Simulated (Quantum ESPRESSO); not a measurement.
# O on top sites of TaN(001): a series in the coverage, part 9 of 10

What law, if any, do the results for O on top sites of TaN(001) follow against the coverage?

Quantum ESPRESSO 7.5; plane-wave DFT, PBE, GBRV ultrasoft pseudopotentials.

So far. Step 8 (Ground state, 0.1667 ML): Inside the slab this potential holds the local part of the pseudopotentials, which can be repulsive at the nuclei; only its value in the vacuum has a meaning of its own. Step 9 (Relaxing the ions, 0.75 ML): The relaxation lowers the energy by 437 meV an atom. On the free atoms the largest force ends at 0.032 eV/Å.

## 10. Ground state, 0.75 ML

File m6.esm.in:

```
&control
  prefix = 'm6.esm'
  outdir = './out'
  pseudo_dir = './pseudo'
  calculation = 'scf'
  tprnfor = .true.
/
&system
  ibrav = 0
  nat = 27
  ntyp = 3
  ecutwfc = 40
  ecutrho = 200
  occupations = 'smearing'
  smearing = 'mv'
  degauss = 0.02
  assume_isolated = 'esm'
  esm_bc = 'bc1'
/
&electrons
  conv_thr = 1e-07
  mixing_beta = 0.25
  electron_maxstep = 160
  mixing_mode = 'local-TF'
  mixing_ndim = 12
/
ATOMIC_SPECIES
  Ta  180.9479  ta_pbe_v1.uspp.F.UPF
  N   14.0070  n_pbe_v1.2.uspp.F.UPF
  O   15.9990  o_pbe_v1.2.uspp.F.UPF
CELL_PARAMETERS angstrom
  6.24155385400000 0.00000000000000 0.00000000000000
  0.00000000000000 6.24155385400000 0.00000000000000
  0.00000000000000 0.00000000000000 20.77821867446154
ATOMIC_POSITIONS crystal
  Ta  0.000000000000 0.500000000000 -0.160016146300
  Ta  0.500000000000 0.000000000000 -0.160016146300
  Ta  0.500000000000 0.500000000000 -0.160016146300
  Ta  0.000000000000 0.000000000000 -0.160016146300
  N   0.250000000000 0.750000000000 -0.160016146300
  N   0.750000000000 0.250000000000 -0.160016146300
  N   0.750000000000 0.750000000000 -0.160016146300
  N   0.250000000000 0.250000000000 -0.160016146300
  Ta  0.250000000000 0.750000000000 -0.053663884500
  Ta  0.750000000000 0.250000000000 -0.053663884500
  Ta  0.750000000000 0.750000000000 -0.053663884500
  Ta  0.250000000000 0.250000000000 -0.053663884500
  N   0.000000000000 0.500000000000 -0.053663884500
  N   0.500000000000 0.000000000000 -0.053663884500
  N   0.500000000000 0.500000000000 -0.053663884500
  N   0.000000000000 0.000000000000 -0.053663884500
  Ta  0.000000000000 0.500000000000 0.077192043800
  Ta  0.500000000000 0.000000000000 0.077192043800
  Ta  0.500000000000 0.500000000000 0.075719405300
  Ta  0.000000000000 0.000000000000 0.045695016400
  N   0.251279769400 0.748720230600 0.054252732400
  N   0.748720230600 0.251279769400 0.054252732400
  N   0.748720230600 0.748720230600 0.054252732400
  N   0.251279769400 0.251279769400 0.054252732400
  O   0.000000000000 0.500000000000 0.160016146300
  O   0.500000000000 0.000000000000 0.160016146300
  O   0.500000000000 0.500000000000 0.158638246800
K_POINTS automatic
  4 4 1 0 0 0
```

Launch:

```bash
> OMP_NUM_THREADS=1 mpirun -n 16 pw.x -nk 1 -in m6.esm.in > m6.esm.out
```

Output:

```text
[banner, memory and clock lines left out]
Program PWSCF v.7.5 starts
[...]
Message from routine setup:
[...]
number of electrons       =       234.00
     number of Kohn-Sham states=          140
     kinetic-energy cutoff     =      40.0000  Ry
     charge density cutoff     =     200.0000  Ry
[...]
number of k points=     6  Marzari-Vanderbilt smearing, width (Ry)=  0.0200
[...]
Dense  grid:   261025 G-vectors     FFT dimensions: (  54,  54, 180)
[...]
negative rho (up, down):  1.162E+00 0.000E+00
     Starting wfcs are  216 randomized atomic wfcs
[...]
negative rho (up, down):  1.161E+00 0.000E+00
[...]
estimated scf accuracy    <      10.71858006 Ry
[...]
negative rho (up, down):  1.179E+00 0.000E+00
[...]
estimated scf accuracy    <       6.83138369 Ry
[...]
negative rho (up, down):  1.178E+00 0.000E+00
[...]
estimated scf accuracy    <       3.44265202 Ry
[...]
negative rho (up, down):  1.179E+00 0.000E+00
[...]
estimated scf accuracy    <       0.48079562 Ry
[...]
negative rho (up, down):  1.178E+00 0.000E+00
[...]
estimated scf accuracy    <       0.45419764 Ry
[...]
negative rho (up, down):  1.178E+00 0.000E+00
[...]
estimated scf accuracy    <       0.44912359 Ry
[...]
negative rho (up, down):  1.183E+00 0.000E+00
[...]
estimated scf accuracy    <       0.41567055 Ry
[...]
negative rho (up, down):  1.195E+00 0.000E+00
[...]
estimated scf accuracy    <       0.55788957 Ry
[...]
negative rho (up, down):  1.203E+00 0.000E+00
[...]
estimated scf accuracy    <       0.30746962 Ry
[...]
negative rho (up, down):  1.201E+00 0.000E+00
[...]
estimated scf accuracy    <       0.62564187 Ry
[...]
negative rho (up, down):  1.215E+00 0.000E+00
[...]
estimated scf accuracy    <       0.37460004 Ry
[...]
negative rho (up, down):  1.228E+00 0.000E+00
[...]
estimated scf accuracy    <       0.11150730 Ry
[...]
negative rho (up, down):  1.213E+00 0.000E+00
[...]
estimated scf accuracy    <       0.00000184 Ry
[...]
negative rho (up, down):  1.213E+00 0.000E+00
[...]
estimated scf accuracy    <       0.00000101 Ry
[...]
negative rho (up, down):  1.213E+00 0.000E+00
[...]
estimated scf accuracy    <       0.00000100 Ry
[...]
negative rho (up, down):  1.213E+00 0.000E+00
[...]
estimated scf accuracy    <       0.00000029 Ry
[...]
negative rho (up, down):  1.213E+00 0.000E+00
[...]
estimated scf accuracy    <       0.00000034 Ry
[...]
negative rho (up, down):  1.213E+00 0.000E+00
[...]
estimated scf accuracy    <       0.00000029 Ry
[...]
negative rho (up, down):  1.213E+00 0.000E+00
[...]
estimated scf accuracy    <       0.00000020 Ry
[...]
negative rho (up, down):  1.213E+00 0.000E+00
[...]
estimated scf accuracy    <       0.00000033 Ry
[...]
negative rho (up, down):  1.213E+00 0.000E+00
[...]
estimated scf accuracy    <       0.00000022 Ry
[...]
negative rho (up, down):  1.213E+00 0.000E+00
[...]
the Fermi energy is    -5.3012 ev
!    total energy              =   -2042.51695856 Ry
     estimated scf accuracy    <       0.00000003 Ry
     smearing contrib. (-TS)   =      -0.00343128 Ry
     internal energy E=F+TS    =   -2042.51352728 Ry
[...]
one-electron contribution =   23600.01006279 Ry
     hartree contribution      =  -11861.34783395 Ry
     xc contribution           =    -592.75082528 Ry
     ewald contribution        =  -13188.42493083 Ry
     convergence has been achieved in  72 iterations
     negative rho (up, down):  1.213E+00 0.000E+00
[...]
Total force =     0.248619     Total SCF correction =     0.000470
[...]
```

Wall time 5.9 min (16 MPI ranks of Arm Neoverse V2, shared host); peak memory 3.4 GiB.

This step gave:

* free energy: -27789.8589 eV
* Fermi energy: -5.301 eV
* vacuum line at the lower end of the cell, over the Fermi level: 3.580 eV
* vacuum line at the upper end of the cell, over the Fermi level: 7.022 eV

Inside the slab this potential holds the local part of the pseudopotentials, which can be repulsive at the nuclei; only its value in the vacuum has a meaning of its own.

## 11. Relaxing the ions, 1 ML

System of this step: TaN(001), 3 layers, 1 sites a cell, 1 O on top sites. The cell holds 7 atoms: 3 Ta, 3 N and 1 O. Its edges and angles: a = 3.121 Å, b = 3.121 Å, c = 20.778 Å, α = 90.0°, β = 90.0°, γ = 90.0°. It derives from TaN. Vacuum lies along c.

File m7.relax.in:

```
&control
  prefix = 'm7.relax'
  outdir = './out'
  pseudo_dir = './pseudo'
  nstep = 70
  forc_conv_thr = 0.0015
  calculation = 'relax'
/
&system
  ibrav = 0
  nat = 7
  ntyp = 3
  ecutwfc = 40
  ecutrho = 200
  occupations = 'smearing'
  smearing = 'mv'
  degauss = 0.02
/
&electrons
  conv_thr = 1e-07
  mixing_beta = 0.3
  electron_maxstep = 120
  mixing_mode = 'local-TF'
/
&ions
/
ATOMIC_SPECIES
  Ta  180.9479  ta_pbe_v1.uspp.F.UPF
  N   14.0070  n_pbe_v1.2.uspp.F.UPF
  O   15.9990  o_pbe_v1.2.uspp.F.UPF
CELL_PARAMETERS angstrom
  3.12077692700000 0.00000000000000 0.00000000000000
  0.00000000000000 3.12077692700000 0.00000000000000
  0.00000000000000 0.00000000000000 20.77821867446154
ATOMIC_POSITIONS crystal
  Ta  0.000000000000 0.000000000000 0.336862367661 0 0 0
  N   0.500000000000 0.500000000000 0.336862367661 0 0 0
  Ta  0.500000000000 0.500000000000 0.443214629451 0 0 0
  N   0.000000000000 0.000000000000 0.443214629451 0 0 0
  Ta  0.000000000000 0.000000000000 0.549566891242
  N   0.500000000000 0.500000000000 0.549566891242
  O   0.000000000000 0.000000000000 0.663137632339
K_POINTS automatic
  7 7 1 0 0 0
```

Launch:

```bash
> OMP_NUM_THREADS=1 mpirun -n 16 pw.x -nk 2 -in m7.relax.in > m7.relax.out
```

Output:

```text
[banner, memory and clock lines left out]
Program PWSCF v.7.5 starts
[...]
Message from routine setup:
[...]
number of electrons       =        60.00
     number of Kohn-Sham states=           36
     kinetic-energy cutoff     =      40.0000  Ry
     charge density cutoff     =     200.0000  Ry
[...]
number of k points=    10  Marzari-Vanderbilt smearing, width (Ry)=  0.0200
[...]
Dense  grid:    65297 G-vectors     FFT dimensions: (  27,  27, 180)
[...]
negative rho (up, down):  2.861E-01 0.000E+00
     Starting wfcs are   55 randomized atomic wfcs
[...]
negative rho (up, down):  2.871E-01 0.000E+00
[...]
estimated scf accuracy    <       6.02049473 Ry
[...]
negative rho (up, down):  3.162E-01 0.000E+00
[...]
estimated scf accuracy    <       3.36835284 Ry
[...]
negative rho (up, down):  3.017E-01 0.000E+00
[...]
estimated scf accuracy    <      17.75905374 Ry
[...]
negative rho (up, down):  3.021E-01 0.000E+00
[...]
estimated scf accuracy    <       0.82012287 Ry
[...]
negative rho (up, down):  3.080E-01 0.000E+00
[...]
estimated scf accuracy    <       2.17354957 Ry
[...]
negative rho (up, down):  3.142E-01 0.000E+00
[...]
estimated scf accuracy    <       0.77337552 Ry
[...]
negative rho (up, down):  3.175E-01 0.000E+00
[...]
estimated scf accuracy    <       0.11781016 Ry
[...]
negative rho (up, down):  3.109E-01 0.000E+00
[...]
estimated scf accuracy    <       0.11710879 Ry
[...]
negative rho (up, down):  3.101E-01 0.000E+00
[...]
estimated scf accuracy    <       0.97071746 Ry
[...]
negative rho (up, down):  3.067E-01 0.000E+00
[...]
estimated scf accuracy    <       0.05475124 Ry
[...]
negative rho (up, down):  3.026E-01 0.000E+00
[...]
estimated scf accuracy    <       0.27692752 Ry
[...]
negative rho (up, down):  3.005E-01 0.000E+00
[...]
estimated scf accuracy    <       0.05910350 Ry
[...]
negative rho (up, down):  2.999E-01 0.000E+00
[...]
estimated scf accuracy    <       0.00063748 Ry
[...]
negative rho (up, down):  2.997E-01 0.000E+00
[...]
estimated scf accuracy    <       0.00658789 Ry
[...]
negative rho (up, down):  2.995E-01 0.000E+00
[...]
estimated scf accuracy    <       0.00113101 Ry
[...]
negative rho (up, down):  2.995E-01 0.000E+00
[...]
estimated scf accuracy    <       0.00039444 Ry
[...]
negative rho (up, down):  2.996E-01 0.000E+00
[...]
estimated scf accuracy    <       0.00026969 Ry
[...]
negative rho (up, down):  2.997E-01 0.000E+00
[...]
estimated scf accuracy    <       0.00028478 Ry
[...]
negative rho (up, down):  3.000E-01 0.000E+00
[...]
estimated scf accuracy    <       0.00001814 Ry
[...]
negative rho (up, down):  3.000E-01 0.000E+00
[...]
estimated scf accuracy    <       0.00003707 Ry
[...]
negative rho (up, down):  3.002E-01 0.000E+00
[...]
estimated scf accuracy    <       0.00000307 Ry
[...]
negative rho (up, down):  3.002E-01 0.000E+00
[...]
estimated scf accuracy    <       0.00000128 Ry
[...]
negative rho (up, down):  3.002E-01 0.000E+00
[...]
estimated scf accuracy    <       0.00000013 Ry
[...]
negative rho (up, down):  3.002E-01 0.000E+00
[...]
the Fermi energy is     2.9705 ev
!    total energy              =    -518.43711746 Ry
     estimated scf accuracy    <       0.00000005 Ry
     smearing contrib. (-TS)   =      -0.00143406 Ry
     internal energy E=F+TS    =    -518.43568340 Ry
[...]
one-electron contribution =   -3430.76779402 Ry
     hartree contribution      =    1719.00828108 Ry
     xc contribution           =    -149.71536671 Ry
     ewald contribution        =    1343.03919625 Ry
     convergence has been achieved in  24 iterations
     negative rho (up, down):  3.002E-01 0.000E+00
[...]
Total force =     0.297860     Total SCF correction =     0.000521
[...]
negative rho (up, down):  2.990E-01 0.000E+00
[...]
negative rho (up, down):  2.991E-01 0.000E+00
[...]
estimated scf accuracy    <       0.30502329 Ry
[...]
negative rho (up, down):  2.994E-01 0.000E+00
[...]
estimated scf accuracy    <       0.00926071 Ry
[...]
negative rho (up, down):  2.995E-01 0.000E+00
[...]
estimated scf accuracy    <       0.01423180 Ry
[...]
negative rho (up, down):  3.001E-01 0.000E+00
[...]
estimated scf accuracy    <       0.01057847 Ry
[...]
negative rho (up, down):  3.001E-01 0.000E+00
[...]
estimated scf accuracy    <       0.00662947 Ry
[...]
negative rho (up, down):  3.000E-01 0.000E+00
[...]
estimated scf accuracy    <       0.00349505 Ry
[...]
negative rho (up, down):  2.998E-01 0.000E+00
[...]
estimated scf accuracy    <       0.00019978 Ry
[...]
negative rho (up, down):  2.999E-01 0.000E+00
[...]
estimated scf accuracy    <       0.00018488 Ry
[...]
negative rho (up, down):  3.000E-01 0.000E+00
[...]
estimated scf accuracy    <       0.00003005 Ry
[...]
negative rho (up, down):  3.000E-01 0.000E+00
[...]
estimated scf accuracy    <       0.00009393 Ry
[...]
negative rho (up, down):  3.001E-01 0.000E+00
[...]
estimated scf accuracy    <       0.00000729 Ry
[...]
negative rho (up, down):  3.002E-01 0.000E+00
[...]
estimated scf accuracy    <       0.00000192 Ry
[...]
negative rho (up, down):  3.003E-01 0.000E+00
[...]
estimated scf accuracy    <       0.00000099 Ry
[...]
negative rho (up, down):  3.003E-01 0.000E+00
[...]
estimated scf accuracy    <       0.00000060 Ry
[...]
negative rho (up, down):  3.003E-01 0.000E+00
[...]
estimated scf accuracy    <       0.00000032 Ry
[...]
negative rho (up, down):  3.003E-01 0.000E+00
[...]
the Fermi energy is     2.9590 ev
!    total energy              =    -518.54076826 Ry
     estimated scf accuracy    <       0.00000006 Ry
     smearing contrib. (-TS)   =       0.00113985 Ry
     internal energy E=F+TS    =    -518.54190811 Ry
[...]
one-electron contribution =   -3416.29595225 Ry
     hartree contribution      =    1711.98989340 Ry
     xc contribution           =    -149.75329172 Ry
     ewald contribution        =    1335.51744246 Ry
     convergence has been achieved in  16 iterations
     negative rho (up, down):  3.003E-01 0.000E+00
[...]
Total force =     0.398898     Total SCF correction =     0.000501
[...]
WARNING: bfgs curvature condition failed, Theta= 0.598
[...]
negative rho (up, down):  2.981E-01 0.000E+00
[...]
negative rho (up, down):  2.976E-01 0.000E+00
[...]
negative rho (up, down):  2.978E-01 0.000E+00
[...]
estimated scf accuracy    <       0.00588421 Ry
[...]
negative rho (up, down):  2.984E-01 0.000E+00
[...]
estimated scf accuracy    <       0.00466759 Ry
[...]
negative rho (up, down):  2.982E-01 0.000E+00
[...]
estimated scf accuracy    <       0.00226052 Ry
[...]
negative rho (up, down):  2.981E-01 0.000E+00
[...]
estimated scf accuracy    <       0.00055653 Ry
[...]
negative rho (up, down):  2.975E-01 0.000E+00
[...]
estimated scf accuracy    <       0.00041115 Ry
[...]
negative rho (up, down):  2.976E-01 0.000E+00
[...]
estimated scf accuracy    <       0.00008783 Ry
[...]
negative rho (up, down):  2.978E-01 0.000E+00
[...]
estimated scf accuracy    <       0.00001896 Ry
[...]
negative rho (up, down):  2.978E-01 0.000E+00
[...]
estimated scf accuracy    <       0.00005577 Ry
[...]
negative rho (up, down):  2.981E-01 0.000E+00
[...]
estimated scf accuracy    <       0.00000685 Ry
[...]
negative rho (up, down):  2.982E-01 0.000E+00
[...]
estimated scf accuracy    <       0.00000816 Ry
[...]
negative rho (up, down):  2.982E-01 0.000E+00
[...]
estimated scf accuracy    <       0.00000391 Ry
[...]
negative rho (up, down):  2.982E-01 0.000E+00
[...]
estimated scf accuracy    <       0.00000146 Ry
[...]
negative rho (up, down):  2.983E-01 0.000E+00
[...]
estimated scf accuracy    <       0.00000011 Ry
[...]
negative rho (up, down):  2.983E-01 0.000E+00
[...]
the Fermi energy is     3.6634 ev
!    total energy              =    -518.72916143 Ry
     estimated scf accuracy    <       0.00000004 Ry
     smearing contrib. (-TS)   =      -0.00206032 Ry
     internal energy E=F+TS    =    -518.72710111 Ry
[...]
one-electron contribution =   -3388.67202045 Ry
     hartree contribution      =    1699.26831221 Ry
     xc contribution           =    -150.08692920 Ry
     ewald contribution        =    1320.76353633 Ry
     convergence has been achieved in  14 iterations
     negative rho (up, down):  2.983E-01 0.000E+00
[...]
Total force =     0.098938     Total SCF correction =     0.000494
[...]
negative rho (up, down):  2.991E-01 0.000E+00
[...]
negative rho (up, down):  2.991E-01 0.000E+00
[...]
estimated scf accuracy    <       0.00087988 Ry
[...]
negative rho (up, down):  2.993E-01 0.000E+00
[...]
estimated scf accuracy    <       0.00068538 Ry
[...]
negative rho (up, down):  2.994E-01 0.000E+00
[...]
estimated scf accuracy    <       0.00020856 Ry
[...]
negative rho (up, down):  2.999E-01 0.000E+00
[...]
estimated scf accuracy    <       0.00014645 Ry
[...]
negative rho (up, down):  2.998E-01 0.000E+00
[...]
estimated scf accuracy    <       0.00007626 Ry
[...]
negative rho (up, down):  2.995E-01 0.000E+00
[...]
estimated scf accuracy    <       0.00002342 Ry
[...]
negative rho (up, down):  2.994E-01 0.000E+00
[...]
estimated scf accuracy    <       0.00001461 Ry
[...]
negative rho (up, down):  2.993E-01 0.000E+00
[...]
estimated scf accuracy    <       0.00000132 Ry
[...]
negative rho (up, down):  2.992E-01 0.000E+00
[...]
estimated scf accuracy    <       0.00000232 Ry
[...]
negative rho (up, down):  2.991E-01 0.000E+00
[...]
estimated scf accuracy    <       0.00000060 Ry
[...]
negative rho (up, down):  2.991E-01 0.000E+00
[...]
estimated scf accuracy    <       0.00000051 Ry
[...]
negative rho (up, down):  2.991E-01 0.000E+00
[...]
estimated scf accuracy    <       0.00000110 Ry
[...]
negative rho (up, down):  2.991E-01 0.000E+00
[...]
estimated scf accuracy    <       0.00000008 Ry
[...]
negative rho (up, down):  2.991E-01 0.000E+00
[...]
estimated scf accuracy    <       0.00000015 Ry
[...]
negative rho (up, down):  2.991E-01 0.000E+00
[...]
the Fermi energy is     3.5901 ev
!    total energy              =    -518.73111779 Ry
     estimated scf accuracy    <          7.4E-09 Ry
     smearing contrib. (-TS)   =      -0.00206195 Ry
     internal energy E=F+TS    =    -518.72905584 Ry
[...]
one-electron contribution =   -3387.19853785 Ry
     hartree contribution      =    1698.42191419 Ry
     xc contribution           =    -150.04939465 Ry
     ewald contribution        =    1320.09696247 Ry
     convergence has been achieved in  15 iterations
     negative rho (up, down):  2.991E-01 0.000E+00
[...]
Total force =     0.018876     Total SCF correction =     0.000329
[...]
negative rho (up, down):  2.986E-01 0.000E+00
[...]
negative rho (up, down):  2.986E-01 0.000E+00
[...]
estimated scf accuracy    <       0.00016438 Ry
[...]
negative rho (up, down):  2.988E-01 0.000E+00
[...]
estimated scf accuracy    <       0.00009866 Ry
[...]
negative rho (up, down):  2.988E-01 0.000E+00
[...]
estimated scf accuracy    <       0.00002694 Ry
[...]
negative rho (up, down):  2.988E-01 0.000E+00
[...]
estimated scf accuracy    <       0.00002844 Ry
[...]
negative rho (up, down):  2.988E-01 0.000E+00
[...]
estimated scf accuracy    <       0.00006508 Ry
[...]
negative rho (up, down):  2.988E-01 0.000E+00
[...]
estimated scf accuracy    <       0.00000751 Ry
[...]
negative rho (up, down):  2.988E-01 0.000E+00
[...]
estimated scf accuracy    <       0.00000687 Ry
[...]
negative rho (up, down):  2.988E-01 0.000E+00
[...]
estimated scf accuracy    <       0.00000068 Ry
[...]
negative rho (up, down):  2.988E-01 0.000E+00
[...]
estimated scf accuracy    <       0.00000002 Ry
[...]
negative rho (up, down):  2.988E-01 0.000E+00
[...]
estimated scf accuracy    <       0.00000004 Ry
[...]
negative rho (up, down):  2.988E-01 0.000E+00
[...]
estimated scf accuracy    <       0.00000002 Ry
[...]
negative rho (up, down):  2.988E-01 0.000E+00
[...]
the Fermi energy is     3.5999 ev
!    total energy              =    -518.73150289 Ry
     estimated scf accuracy    <          1.2E-09 Ry
     smearing contrib. (-TS)   =      -0.00204567 Ry
     internal energy E=F+TS    =    -518.72945722 Ry
[...]
one-electron contribution =   -3382.52061125 Ry
     hartree contribution      =    1696.08824095 Ry
     xc contribution           =    -150.04427337 Ry
     ewald contribution        =    1317.74718646 Ry
     convergence has been achieved in  12 iterations
     negative rho (up, down):  2.988E-01 0.000E+00
[...]
Total force =     0.016434     Total SCF correction =     0.000040
[...]
WARNING: bfgs curvature condition failed, Theta= 0.962
[...]
negative rho (up, down):  2.976E-01 0.000E+00
[...]
negative rho (up, down):  2.977E-01 0.000E+00
[...]
estimated scf accuracy    <       0.00018716 Ry
[...]
negative rho (up, down):  2.978E-01 0.000E+00
[...]
estimated scf accuracy    <       0.00011087 Ry
[...]
negative rho (up, down):  2.978E-01 0.000E+00
[...]
estimated scf accuracy    <       0.00003019 Ry
[...]
negative rho (up, down):  2.979E-01 0.000E+00
[...]
estimated scf accuracy    <       0.00004246 Ry
[...]
negative rho (up, down):  2.979E-01 0.000E+00
[...]
estimated scf accuracy    <       0.00002044 Ry
[...]
negative rho (up, down):  2.978E-01 0.000E+00
[...]
estimated scf accuracy    <       0.00000999 Ry
[...]
negative rho (up, down):  2.978E-01 0.000E+00
[...]
estimated scf accuracy    <       0.00000286 Ry
[...]
negative rho (up, down):  2.978E-01 0.000E+00
[...]
estimated scf accuracy    <       0.00000018 Ry
[...]
negative rho (up, down):  2.978E-01 0.000E+00
[...]
estimated scf accuracy    <       0.00000022 Ry
[...]
negative rho (up, down):  2.978E-01 0.000E+00
[...]
estimated scf accuracy    <       0.00000001 Ry
[...]
negative rho (up, down):  2.978E-01 0.000E+00
[...]
```

It took 74 s on 16 MPI ranks; peak memory 1.3 GiB.

Relaxation path:

```csv
step,energy less that of the first step (eV),largest force (eV/Å)
1,0.0000,5.9044
2,-1.4102,7.8252
3,-3.2713,7.2161
4,-2.6219,17.7324
5,-3.9463,2.5195
6,-3.9735,2.0774
7,-4.0001,0.3703
8,-4.0053,0.3576
9,-4.0103,0.3082
10,-4.0164,0.2371
11,-4.0230,0.2216
12,-4.0286,0.2738
13,-4.0306,0.2341
14,-4.0322,0.1250
15,-4.0328,0.0278
```

The atoms that moved most (Å):

```csv
atom,dx,dy,dz,length
Ta5,0.000,0.000,0.477,0.477
O7,0.000,0.000,-0.166,0.166
```

The relaxation lowers the energy by 576 meV an atom. On the free atoms the largest force ends at 0.028 eV/Å.

Read from the output:

```
free energy  : -7057.7292 eV
Fermi energy : 3.653 eV
```

(Continued in part 10 of 10.)

[Logs are printed without paths, hosts, clocks, repeated set-up lines and the standing remarks that a program may print on its own settings, such as how far it seeks lower states.]

[Hosts, paths, dates, database ids (printed as entryN), source tags and the programs' standing remarks are cut or masked in the printed files.]

[Maps of the electrostatic potential energy from Ansatz leave out the sawtooth potential of an applied field or a dipole correction, so their vacuum need not be flat; planar profiles and work functions include it.]
